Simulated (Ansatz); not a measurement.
# Nb wire along [110], 33 atoms a period: bands along the axis, part 2 of 2

Aim: is the Nb wire along [110], 33 atoms a period a metal or a semiconductor?

Ansatz 0.2.0; DFT PBE, plane waves, PAW; relaxation of a wire's period; PAW set soft_1 (the session's first sound run).

So far: The starting structure; The relaxed wire.

**2. The relaxed wire (continued)**

Step by step:

| step | energy less that of the first step (eV) | largest force component (eV/Å) | pressure (GPa) | volume (Å³) |
| --- | --- | --- | --- | --- |
| 1 | 0.0000 | 2.8680 | -4.55 | 1516.13 |
| 2 | -3.0164 | 0.8850 | -1.63 | 1477.92 |
| 3 | -3.3691 | 0.2764 | 0.98 | 1454.11 |
| 4 | -3.4716 | 0.1227 | 0.05 | 1456.11 |
| 5 | -3.3320 | 0.6102 | 0.08 | 1446.12 |
| 6 | -3.4894 | 0.0839 | -0.09 | 1457.51 |
| 7 | -3.4919 | 0.0156 | -0.04 | 1457.12 |
| 8* | -3.4890 | 0.0157 | -0.04 | 1457.12 |

Relaxation steps marked * repeat the geometry before them on a plane-wave basis chosen anew for their cell, so energy and pressure can jump there. Relaxation step 5 was tried and not accepted.

Forces are held to the 8 operations that the run works with; a distortion that breaks them can't arise in this run.

| cell as run | before | after | change |
| --- | --- | --- | --- |
| c (Å) | 4.681 | 4.499 | -3.9 % |

The atoms that moved most (Å, along periodic axes as changes of fractional coordinates times the final cell, across vacuum about the mean position):

| atom | dx | dy | dz | length |
| --- | --- | --- | --- | --- |
| Nb12 | -0.247 | 0.000 | 0.000 | 0.247 |
| Nb1 | 0.247 | 0.000 | 0.000 | 0.247 |
| Nb10 | -0.141 | -0.196 | 0.000 | 0.242 |
| Nb4 | 0.141 | -0.196 | 0.000 | 0.242 |
| Nb32 | -0.141 | 0.196 | 0.000 | 0.242 |
| Nb28 | 0.141 | 0.196 | 0.000 | 0.242 |
| Nb2 | -0.038 | -0.164 | 0.000 | 0.169 |
| Nb11 | 0.038 | -0.164 | 0.000 | 0.169 |

Numbers from this step:

```
energy at zero smearing    : -150199.0769 eV
cell length along the wire : 4.499 Å
```

The cell's length comes to 4.499 Å with spin left out.

**3. Bands of the perfect wire**

This step: DFT PBE, plane waves, PAW; bands of a perfect wire; PAW set soft_1 (Ansatz 0.2.0).

At the relaxed period the bands are computed along the axis; those that cross an energy going forward count the channels that a perfect wire would open there.

Contents of input.yaml:

```yaml
crystal:
  lattice:
    - [20.04, 0.0, 0.0]
    - [0.0, 16.162, 0.0]
    - [0.0, 0.0, 4.4988464738]
  atoms:
    - { symbol: Nb, position: [0.181995729, 0.5, 0.0] }
    - { symbol: Nb, position: [0.25034243, 0.634642296, 0.0] }
    - { symbol: Nb, position: [0.333297476, 0.5, 0.0] }
    - { symbol: Nb, position: [0.341882876, 0.777486876, 0.0] }
    - { symbol: Nb, position: [0.416156468, 0.643664334, 0.0] }
    - { symbol: Nb, position: [0.5, 0.5, 0.0] }
    - { symbol: Nb, position: [0.5, 0.789504483, 0.0] }
    - { symbol: Nb, position: [0.583843532, 0.643664334, 0.0] }
    - { symbol: Nb, position: [0.666702524, 0.5, 0.0] }
    - { symbol: Nb, position: [0.658117124, 0.777486876, 0.0] }
    - { symbol: Nb, position: [0.74965757, 0.634642296, 0.0] }
    - { symbol: Nb, position: [0.818004271, 0.5, 0.0] }
    - { symbol: Nb, position: [0.253797557, 0.5, 0.5] }
    - { symbol: Nb, position: [0.33435419, 0.351279192, 0.5] }
    - { symbol: Nb, position: [0.33435419, 0.648720808, 0.5] }
    - { symbol: Nb, position: [0.418749401, 0.211654407, 0.5] }
    - { symbol: Nb, position: [0.416982625, 0.5, 0.5] }
    - { symbol: Nb, position: [0.418749401, 0.788345593, 0.5] }
    - { symbol: Nb, position: [0.5, 0.353491392, 0.5] }
    - { symbol: Nb, position: [0.5, 0.646508608, 0.5] }
    - { symbol: Nb, position: [0.581250599, 0.211654407, 0.5] }
    - { symbol: Nb, position: [0.583017375, 0.5, 0.5] }
    - { symbol: Nb, position: [0.581250599, 0.788345593, 0.5] }
    - { symbol: Nb, position: [0.66564581, 0.351279192, 0.5] }
    - { symbol: Nb, position: [0.66564581, 0.648720808, 0.5] }
    - { symbol: Nb, position: [0.746202443, 0.5, 0.5] }
    - { symbol: Nb, position: [0.25034243, 0.365357704, 0.0] }
    - { symbol: Nb, position: [0.341882876, 0.222513124, 0.0] }
    - { symbol: Nb, position: [0.416156468, 0.356335666, 0.0] }
    - { symbol: Nb, position: [0.5, 0.210495517, 0.0] }
    - { symbol: Nb, position: [0.583843532, 0.356335666, 0.0] }
    - { symbol: Nb, position: [0.658117124, 0.222513124, 0.0] }
    - { symbol: Nb, position: [0.74965757, 0.365357704, 0.0] }
kpoints:
  mp_grid: { grid: [1, 1, 18] }
  band_path: { path: ["Γ", Z], npoints: 90 }
scf:
  occupations: { method: fermi_dirac, width: 0.05 }
hamiltonian:
  xc: pbe
  pseudopotentials: { kind: paw, azcp: { folder: soft_1 } }
output:
  dos: { e_range: [-5, 4] }
  write_potential: true
  write_density: true
  volumetric_format: npy
```

Command:

```
> ansatz run input.yaml --threads 4 --pin off --max-ram 16384MiB --backend cpu --events-out ev --progress --plain --runs-dir out
```

Numbers of over 12 decimals in the logs are rounded to 6 here.

The program printed:

```text
[...]
Crystal: 33 atoms, lattice volume = 1457.116 Å³
Basis set: ecut = 420 eV, 28559 PW (Γ)
Bands: 258, of which v1, the nominal top of the filled ones, is band 215 counted from 1 (214 counted from 0)
Symmetry: 8 space group operations
[...]
k-points: 10 of 18
[...]
SCF iter   1: F=—  HF=-150237.922576 eV  |F-HF|=—  |Δ(HF+E_count)|=         —  Δρ=5.84e-2  dr2=4.42e2  ethr=3.10e-3  ⟨swp⟩=10.1  Hψ=12646  notcnv=0  defer=30
[...]
SCF iter  12: F=-150199.243395 eV  HF=-150199.243395 eV  |F-HF|=1.92e-9  |Δ(HF+E_count)|=   6.04e-8  Δρ=8.46e-7  dr2=1.92e-8  ethr=2.33e-11  ⟨swp⟩=22.1  Hψ=10605  notcnv=0
SCF 1 converged in 12 iterations: F = -150199.243395 eV  dr2 = 1.92e-8
[...]
NSCF: frozen V_eff on 91 k-points
WARN: pass on a band path, mesh or list of k-points: the 91 k-points are solved 48 at a time at the most, because the 14.40 GiB of host memory that the pass is priced against does not hold them all with the solver's workspace as planned. The pass can take longer, above all where fewer k-points are solved at a time than the run has threads. As a rule a larger memory budget leaves room for more at once. The budget is what a run with no `--max-ram-frac` typed is planned for, 0.8 of the host's memory or its container's limit. More memory there lifts it, and so does a share over 0.88 that is typed (of such a share the budget is ten elevenths): [rest of the remark cut]
WARN: The output density's exchange-correlation potential varies sharply where the density is thin. Do not read a vacuum level from v_tot or v_xc, or from such a field of the output density. On a cell that repeats whose density bears no net charge and no dipole along the vacuum's axis use v_es (v_loc + v_h of the components); under efield.dipole_correction with no amplitude use v_es + v_field, which holds any externa [...]
SCF converged after 12 iterations
Free energy (F): -150199.243395 eV
[...]
Internal energy: -150198.911229 eV  (E = F + TS)
E sigma→0 (E₀):  -150199.077312 eV
Entropy (-TS):   -0.332165 eV (-10.066 meV/atom)
Fermi energy:    5.303971 eV
[...]
--- Band table (eV; the first three rows and the last of 10) ---
  k-point 0: bands = [... 211 lower, 5.0795, 5.1153, 5.1479, 5.2077, 5.2293, 5.3280, 5.3573, 5.3870, ... 39 higher]
  k-point 1: bands = [... 211 lower, 5.0851, 5.1034, 5.1925, 5.2261, 5.2429, 5.3287, 5.3563, 5.4264, ... 39 higher]
  k-point 2: bands = [... 211 lower, 5.0990, 5.1978, 5.2470, 5.2571, 5.2665, 5.3534, 5.4182, 5.4426, ... 39 higher]
  k-point 9: bands = [... 211 lower, 5.1445, 5.2032, 5.2427, 5.3172, 5.3244, 5.4656, 5.5014, 5.5241, ... 39 higher]
```

It took 11 min on 4 threads of Arm Neoverse V1, shared host; peak memory 11 GiB.

This step gave:

| Item | Value |
| --- | --- |
| energy at zero smearing | -150199.0773 eV |
| band gap | 0 eV |

The electronic bands at the labelled points (eV, zero at the Fermi level; # counts the bands kept):

| point | #45 | #46 | #47 | #48 | #49 | #50 | #51 | #52 |
| --- | --- | --- | --- | --- | --- | --- | --- | --- |
| Γ | -0.24 | -0.22 | -0.19 | -0.16 | -0.10 | -0.07 | 0.02 | 0.05 |
| halfway | -0.13 | -0.12 | -0.07 | -0.01 | 0.03 | 0.04 | 0.15 | 0.15 |
| Z | -0.24 | -0.16 | -0.10 | -0.06 | 0.01 | 0.02 | 0.16 | 0.20 |

Between Γ and Z the bands cross the Fermi level 10 times, so a perfect wire would conduct at least 10 G₀, with spin left out.

**4. Results**

- cell length, PBE: 4.499 Å
- ballistic conductance by band crossings, a lower bound, PBE: 10 G₀

In words: Under PBE the cell's length is 4.50 Å, and the bands cross the Fermi level 10 times between Γ and Z, which gives a perfect wire at least 10 G₀ (opposite crossings within one step of the path cancel in such a count). No spin was allowed, though thin wires with open d shells can turn magnetic.

[Logs are printed without paths, hosts, clocks, repeated set-up lines and the standing remarks that a program may print on its own settings, such as how far it seeks lower states.]

[Hosts, paths, dates, database ids (printed as entryN), source tags and the programs' standing remarks are cut or masked in the printed files.]
